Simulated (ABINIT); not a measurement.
# GeBr2 (P-3m1): third-order response, part 2 of 3

Aim: Raman and infrared lines of GeBr2 (P-3m1).

ABINIT 10.8.3; DFT LDA, scalar-relativistic, plane waves, HGH norm-conserving pseudopotentials.

So far. Step 5 (Relaxation): The volume changes by -0.0 % in this run and stands -19.0 % from the first cell. The relaxed cell has a = 3.916, c = 6.100 Å (conventional setting).

The structure was built from a prototype and need not be the compound's stable phase.

## 6. Ground state

The response is built on these wavefunctions, so the potential is converged far more tightly than an energy would need. The mesh is shifted off Γ, since shifted meshes converge sums over the zone faster.

Input file gs.abi:

```
# ground state
tolvrs 1.0d-16
prtden 1
prtwf 1

# basis, mesh and filling
ecut 20.0
ixc 7
ngkpt 6 6 4
nshiftk 1
shiftk 0.0 0.0 0.5
istwfk *1
occopt 1
nband 9
nstep 100
diemac 9.0
prtebands 0
prtgsr 0

# cell and atoms
acell 3*1.0 Angstrom
rprim 
    3.916382057 0.0 0.0
    -1.958191028 3.391686352 0.0
    0.0 0.0 6.1002898
ntypat 2
znucl 32 35
natom 3
typat 1 2 2
xred 
    0.0 0.0 0.0
    1/3 2/3 0.2614672874
    2/3 1/3 0.7385327126
pp_dirpath "./pseudo"
pseudos "Ge.hgh, Br.hgh"
```

Started as:

```console
$ OMP_NUM_THREADS=1 mpirun -n 4 abinit gs.abi > gs.log
```

Numbers of over 12 decimals in the logs are rounded to 6 here.

gs.abo, the main output file:

```text
[banners, grids, parts of the stress and lines that vanish by symmetry left out]
- input  file    -> gs.abi
- output file    -> gs.abo
- root for input  files -> gsi
[...]
Symmetries : space group P-3 m 1 (#164); Bravais hP (primitive hexag.)
[...]
mpw =        2345          nfft =       43200          nkpt =          20
[...]
== DATASET  1 ==================================================================
[...]
cutoff_energies: {ecut:  20.0, pawecutdg:  -1.0, }
[...]
Exchange-correlation functional for the present dataset will be:
  LDA: Perdew-Wang 92 LSD fit to Ceperley-Alder data - ixc=7
[...]
ETOT  1  -30.713566864800    -3.071E+01 1.791E-02 1.068E+03
 ETOT  2  -30.943786335921    -2.302E-01 3.119E-05 2.539E+02
 ETOT  3  -31.000632365877    -5.685E-02 1.271E-03 7.563E+00
 ETOT  4  -31.002084796098    -1.452E-03 3.013E-05 9.043E-02
 ETOT  5  -31.002098940103    -1.414E-05 7.756E-07 4.100E-02
[...]
ETOT 12  -31.002106275578    -3.553E-15 1.834E-17 2.227E-15
 ETOT 13  -31.002106275578    -1.918E-13 3.763E-20 3.326E-17
 At SCF step   13       vres2   =  3.33E-17 < tolvrs=  1.00E-16 =>converged.
[...]
sigma(1 1)=  7.49542018E-05  sigma(3 2)=  0.00000000E+00
  sigma(2 2)=  7.49542021E-05  sigma(3 1)=  0.00000000E+00
  sigma(3 3)=  7.49903973E-05  sigma(2 1)= -2.71240618E-13
[...]
convergence: {deltae: -1.918E-13, res2:  3.326E-17, residm:  3.763E-20, diffor: null, }
etotal    :  -3.10021063E+01
[...]
sigma(1 1)=  7.49542018E-05  sigma(3 2)=  0.00000000E+00
  sigma(2 2)=  7.49542021E-05  sigma(3 1)=  0.00000000E+00
  sigma(3 3)=  7.49903973E-05  sigma(2 1)= -2.71240618E-13
[...]
- sigma(1 1)=  2.20522875E+00  sigma(3 2)=  0.00000000E+00
- sigma(2 2)=  2.20522876E+00  sigma(3 1)=  0.00000000E+00
- sigma(3 3)=  2.20629366E+00  sigma(2 1)= -7.98017451E-09
[...]
fcart      4.0172591466E-28  2.1618238316E-28 -0.0000000000E+00
           strten      7.4954201768E-05  7.4954202080E-05  7.4990397258E-05
================================================================================

[key lines of the parts left out:]
pressure_GPa:  -2.2056E+00
```

Run time: 5 s. Hardware: 4 MPI ranks of Arm Neoverse V1, shared host; 20 s of CPU time.

This step gave:

| Property | Result |
| --- | --- |
| pressure | -2.206 GPa |

The cell stands at -2.2 GPa: the relaxation ran with a smoothed and higher cutoff and on another k mesh.

## 7. The gap at rest

Empty bands on the ground state's density check that the gap assumed so far is there in this cell.

Input file gap.abi:

```
# empty bands on the ground state's density
iscf -2
getden_filepath "gso_DEN"
tolwfr 1.0d-12
nbdbuf 2
prtwf 0

# basis, mesh and filling
ecut 20.0
ixc 7
ngkpt 6 6 4
nshiftk 1
shiftk 0.0 0.0 0.0
istwfk *1
occopt 1
nband 13
nstep 100
diemac 9.0
prtebands 0
prtgsr 0

# cell and atoms
acell 3*1.0 Angstrom
rprim 
    3.916382057 0.0 0.0
    -1.958191028 3.391686352 0.0
    0.0 0.0 6.1002898
ntypat 2
znucl 32 35
natom 3
typat 1 2 2
xred 
    0.0 0.0 0.0
    1/3 2/3 0.2614672874
    2/3 1/3 0.7385327126
pp_dirpath "./pseudo"
pseudos "Ge.hgh, Br.hgh"
```

Started as:

```console
$ OMP_NUM_THREADS=1 mpirun -n 4 abinit gap.abi > gap.log
```

gap.abo, the main output file:

```text
[banners, grids, parts of the stress and lines that vanish by symmetry left out]
- input  file    -> gap.abi
- output file    -> gap.abo
- root for input  files -> gapi
[...]
Symmetries : space group P-3 m 1 (#164); Bravais hP (primitive hexag.)
[...]
mpw =        2376          nfft =       43200          nkpt =          24
[...]
== DATASET  1 ==================================================================
[...]
cutoff_energies: {ecut:  20.0, pawecutdg:  -1.0, }
[...]
Exchange-correlation functional for the present dataset will be:
  LDA: Perdew-Wang 92 LSD fit to Ceperley-Alder data - ixc=7
[...]
-outvars: echo values of variables after computation
            acell      1.8897261259E+00  1.8897261259E+00  1.8897261259E+00 Bohr
================================================================================
```

It took 3.1 s on 4 MPI ranks; 12 s of CPU time.

This step gave:

```yaml
gap_on_the_k_mesh: 1.819 eV
```

In this cell the gap on the mesh is 1.8 eV, direct, so fixed occupations hold.

## 8. Zone-centre response

The derivative of the wavefunctions by k comes first, since the response to a field is built on it; then the field and the displacements that symmetry doesn't supply are solved at q = 0. By the 2n+1 theorem the first-order wavefunctions also give third derivatives: Raman tensors and the non-linear susceptibility.

It reads the wavefunctions written in step 6.

Input file dfpt_gamma.abi:

```
ndtset 3

# common to the responses
getwfk_filepath "gso_WFK"
kptopt 2
nqpt 1
qpt 0.0 0.0 0.0
asr 0
chneut 0

# d/dk
rfelfd1 2
rfdir1 1 1 1
iscf1 -3
tolwfr1 1.0d-20

# displacements, field
rfphon2 1
rfatpol2 1 3
rfdir2 1 1 1
rfelfd2 3
getddk2 1
tolvrs2 1.0d-10
prepanl2 1
prtden2 1

# third order
optdriver3 5
getden_filepath3 "gso_DEN"
get1den3 2
get1wf3 2
getddk3 1
d3e_pert1_elfd3 1
d3e_pert1_phon3 1
d3e_pert1_atpol3 1 3
d3e_pert1_dir3 1 1 1
d3e_pert2_elfd3 1
d3e_pert2_dir3 1 1 1
d3e_pert3_elfd3 1
d3e_pert3_dir3 1 1 1
usepead3 1
tolvrs3 1.0d-10

# basis, mesh and filling
ecut 20.0
ixc 7
ngkpt 6 6 4
nshiftk 1
shiftk 0.0 0.0 0.5
istwfk *1
occopt 1
nband 9
nstep 100
diemac 9.0
prtebands 0
prtgsr 0

# cell and atoms
acell 3*1.0 Angstrom
rprim 
    3.916382057 0.0 0.0
    -1.958191028 3.391686352 0.0
    0.0 0.0 6.1002898
ntypat 2
znucl 32 35
natom 3
typat 1 2 2
xred 
    0.0 0.0 0.0
    1/3 2/3 0.2614672874
    2/3 1/3 0.7385327126
pp_dirpath "./pseudo"
pseudos "Ge.hgh, Br.hgh"
```

Started as:

```console
$ OMP_NUM_THREADS=1 mpirun -n 4 abinit dfpt_gamma.abi > dfpt_gamma.log
```

dfpt_gamma.abo, the main output file:

```text
[banners, grids, parts of the stress and lines that vanish by symmetry left out]
- input  file    -> dfpt_gamma.abi
- output file    -> dfpt_gamma.abo
- root for input  files -> dfpt_gammai
[...]
DATASET    1 : space group P-3 m 1 (#164); Bravais hP (primitive hexag.)
[...]
nfft =       43200          nkpt =          72
[...]
DATASET    2 : space group P-3 m 1 (#164); Bravais hP (primitive hexag.)
[...]
nfft =       43200          nkpt =          72
[...]
DATASET    3 : space group P-3 m 1 (#164); Bravais hP (primitive hexag.)
[...]
mpw =        2345          nfft =       43200          nkpt =          72
[...]
== DATASET  1 ==================================================================
[...]
cutoff_energies: {ecut:  20.0, pawecutdg:  -1.0, }
[...]
Exchange-correlation functional for the present dataset will be:
  LDA: Perdew-Wang 92 LSD fit to Ceperley-Alder data - ixc=7
[...]
- 35.00000   7.00000     10605                znucl, zion, pspdat
[...]
Perturbation : derivative vs k along direction   1
[...]
-ETOT  1  -17.875616840045     -1.788E+01 8.449E-02 0.000E+00
 ETOT  2  -17.902056115349     -2.644E-02 1.315E-03 0.000E+00
 ETOT  3  -17.902222842228     -1.667E-04 1.861E-05 0.000E+00
 ETOT  4  -17.902224733947     -1.892E-06 4.662E-07 0.000E+00
 ETOT  5  -17.902224761908     -2.796E-08 7.334E-09 0.000E+00
[...]
At SCF step   13   max residual=  9.97E-21 < tolwfr=  1.00E-20 =>converged.
[...]
Perturbation : derivative vs k along direction   2
[...]
-ETOT  1  -17.875426952107     -1.788E+01 8.449E-02 0.000E+00
[...]
At SCF step   13   max residual=  9.97E-21 < tolwfr=  1.00E-20 =>converged.
[...]
Perturbation : derivative vs k along direction   3
[...]
-ETOT  1  -5.517478     -5.517E+00 2.466E-02 0.000E+00
[...]
At SCF step   14   max residual=  9.97E-21 < tolwfr=  1.00E-20 =>converged.
[...]
1        1       2.9870447619    0.0000000000
     1        2      -1.0347426585   -0.0000000000
     1        3       0.0000000000    0.0000000000
     2        1      -1.0347426585   -0.0000000000
     2        2       1.7922268575    0.0000000000
     2        3       0.0000000000    0.0000000000
     3        1       0.0000000000    0.0000000000
     3        2       0.0000000000    0.0000000000
     3        3       1.7281648434   -0.0000000000
[...]
== DATASET  2 ==================================================================
[...]
cutoff_energies: {ecut:  20.0, pawecutdg:  -1.0, }
[...]
Exchange-correlation functional for the present dataset will be:
  LDA: Perdew-Wang 92 LSD fit to Ceperley-Alder data - ixc=7
[...]
Perturbation : displacement of atom   1   along direction   1
[...]
-ETOT  1   7.552793     -8.696E+01 3.943E-01 1.139E+04
[...]
At SCF step   10       vres2   =  3.28E-11 < tolvrs=  1.00E-10 =>converged.
[...]
Perturbation : displacement of atom   1   along direction   3
[...]
-ETOT  1   236.78318213537     -2.904E+01 5.314E+00 9.044E+05
[...]
At SCF step   12       vres2   =  1.17E-11 < tolvrs=  1.00E-10 =>converged.
[...]
Perturbation : displacement of atom   2   along direction   1
[...]
-ETOT  1   110.26708930902     -3.433E+02 4.459E-01 1.574E+05
[...]
At SCF step   12       vres2   =  1.43E-11 < tolvrs=  1.00E-10 =>converged.
[...]
Perturbation : displacement of atom   2   along direction   3
[...]
-ETOT  1   1637.4262677844      4.232E+02 3.606E+00 6.075E+06
[...]
At SCF step   14       vres2   =  1.26E-11 < tolvrs=  1.00E-10 =>converged.
[...]
Perturbation : homogeneous electric field along direction   1
[...]
-ETOT  1  -252.68138668088     -2.527E+02 2.527E+00 2.065E+04
[...]
At SCF step   11       vres2   =  3.06E-11 < tolvrs=  1.00E-10 =>converged.
[...]
Perturbation : homogeneous electric field along direction   2
[...]
-ETOT  1  -252.66037448197     -2.527E+02 2.527E+00 2.066E+04
[...]
At SCF step   11       vres2   =  2.47E-11 < tolvrs=  1.00E-10 =>converged.
[...]
Perturbation : homogeneous electric field along direction   3
[...]
-ETOT  1   17.721866257923      1.772E+01 1.349E+00 2.606E+05
[...]
ETOT 10  -54.166956558212     -2.141E-11 2.799E-12 2.758E-10
 ETOT 11  -54.166956558212     -4.903E-13 1.669E-13 5.965E-11
 At SCF step   11       vres2   =  5.96E-11 < tolvrs=  1.00E-10 =>converged.
[...]
Dielectric tensor, in cartesian coordinates,
[...]
1    5   1    5         7.4639646796        -0.0000000000
   1    5   2    5         0.0000000010        -0.0000000000
   1    5   3    5        -0.0000000000        -0.0000000000
   2    5   1    5         0.0000000010        -0.0000000000
   2    5   2    5         7.4639646785        -0.0000000000
   2    5   3    5        -0.0000000000        -0.0000000000
   3    5   1    5        -0.0000000000        -0.0000000000
   3    5   2    5        -0.0000000000        -0.0000000000
   3    5   3    5         5.1902064569        -0.0000000000
  Effective charges, in cartesian coordinates,
[...]
1    1   1    5         4.4143426934         0.0000000000
   2    1   1    5         0.0000000000         0.0000000000
   3    1   1    5         0.0000000000         0.0000000000
   1    2   1    5        -2.2206330160         0.0000000000
   2    2   1    5        -0.0000000000         0.0000000000
[...]
Effective charges, in cartesian coordinates,
[...]
2    5   1    3         0.0000000000         0.0000000000
   3    5   1    3         0.0000000000         0.0000000000
   1    5   2    3        -0.0000000000         0.0000000000
   2    5   2    3        -2.2206330120         0.0000000000
   3    5   2    3         0.0000000000         0.0000000000
   1    5   3    3         0.0000000000         0.0000000000
   2    5   3    3         0.0000000000         0.0000000000
   3    5   3    3        -0.8421595478         0.0000000000
  Phonon wavevector (reduced coordinates) :  0.00000  0.00000  0.00000
 Phonon energies in Hartree :
[...]
Phonon frequencies in cm-1    :
- -1.284545E+00  4.228507E-01  4.228511E-01  7.445298E+01  7.445298E+01
-  1.106205E+02  1.106205E+02  1.376882E+02  2.001230E+02
  Phonon at Gamma, with non-analyticity in the
[...]
Phonon energies in Hartree :
[...]
Phonon frequencies in cm-1    :
- -1.284545E+00  4.228507E-01  4.734459E-01  7.445298E+01  1.106205E+02
-  1.106205E+02  1.376882E+02  1.934406E+02  2.001230E+02
  Phonon at Gamma, with non-analyticity in the
[...]
Phonon energies in Hartree :
[...]
Phonon frequencies in cm-1    :
- -1.284545E+00  4.228511E-01  4.734455E-01  7.445298E+01  1.106205E+02
-  1.106205E+02  1.376882E+02  1.934406E+02  2.001230E+02
  Phonon at Gamma, with non-analyticity in the
[...]
Phonon energies in Hartree :
[...]
Phonon frequencies in cm-1    :
- -1.281788E+00  4.228507E-01  4.228511E-01  7.445298E+01  7.445298E+01
-  1.106205E+02  1.106205E+02  1.376882E+02  2.161497E+02
[...]
== DATASET  3 ==================================================================
[...]
cutoff_energies: {ecut:  20.0, pawecutdg:  -1.0, }
[...]
Exchange-correlation functional for the present dataset will be:
  LDA: Perdew-Wang 92 LSD fit to Ceperley-Alder data - ixc=7
[...]
j1 : displacement of atom   2 along direction   1
[...]
j1 : displacement of atom   2 along direction   3
[...]
j1 : displacement of atom   2 along direction   3
[...]
j2 : displacement of atom   2 along direction   1
[...]
j2 : displacement of atom   2 along direction   3
[...]
j2 : displacement of atom   2 along direction   1
[...]
j2 : displacement of atom   2 along direction   3
[...]
j2 : displacement of atom   2 along direction   1
[...]
j2 : displacement of atom   2 along direction   3
[...]
j2 : displacement of atom   2 along direction   3
[...]
1          1       -0.000000000       -0.000000000       -0.000000000
[...]
1          2       -0.000000000       -0.000000000       -0.000000000
[...]
1          3       -0.000000000       -0.000000000       -0.000000000
[...]
2          1        0.000000000        0.013845279        0.021595272
[...]
2          2        0.013845279       -0.000000000       -0.000000000
[...]
2          3        0.024675453       -0.000000000        0.000000000
[...]
3          1        0.000000000       -0.013845279       -0.021595272
[...]
3          2       -0.013845279       -0.000000000       -0.000000000
[...]
3          3       -0.024675453       -0.000000000       -0.000000000
[...]
strten2     0.0000000000E+00  0.0000000000E+00  0.0000000000E+00
           strten3     0.0000000000E+00  0.0000000000E+00  0.0000000000E+00
================================================================================
```

Wall time 2.4 min (4 MPI ranks); 9.5 min of CPU time.

Numbers from this step:

```
miss of the charge sum rule                                       : 0.02692 e
largest acoustic frequency at the zone centre before the sum rule : -1.28 cm⁻¹
highest optical zone-centre mode (no LO-TO term)                  : 200.1 cm⁻¹
lowest optical zone-centre mode                                   : 74.45 cm⁻¹
mean high-frequency dielectric constant                           : 6.706
largest Born charge in size (third of the trace)                  : 3.506 e
```

Born charge (rows field, columns displacement), before the sum rule (e), principal values of the symmetric part by kind of site:

```
atom  atoms with these values    low  middle   high   mean
 Ge1                        1   1.69    4.41   4.41   3.51
 Br2                        2  -2.22   -2.22  -0.84  -1.76
```

In full for Ge1:

```
4.41 0.00 0.00
0.00 4.41 0.00
0.00 0.00 1.69
```

High-frequency dielectric tensor:

```
7.46 0.00 0.00
0.00 7.46 0.00
0.00 0.00 5.19
```

The acoustic modes at Γ come out as far as 1.3 cm⁻¹ from zero, where they should vanish, a small numerical error; the Born charges miss their sum rule by 0.027 e, which is fair.

(Continued in part 3 of 3.)

[Host names and launcher messages were left out of these logs when they were recorded.]

[Logs are printed without paths, hosts, clocks, repeated set-up lines and the standing remarks that a program may print on its own settings, such as how far it seeks lower states.]

[Hosts, paths, dates, database ids (printed as entryN), source tags and the programs' standing remarks are cut or masked in the printed files.]
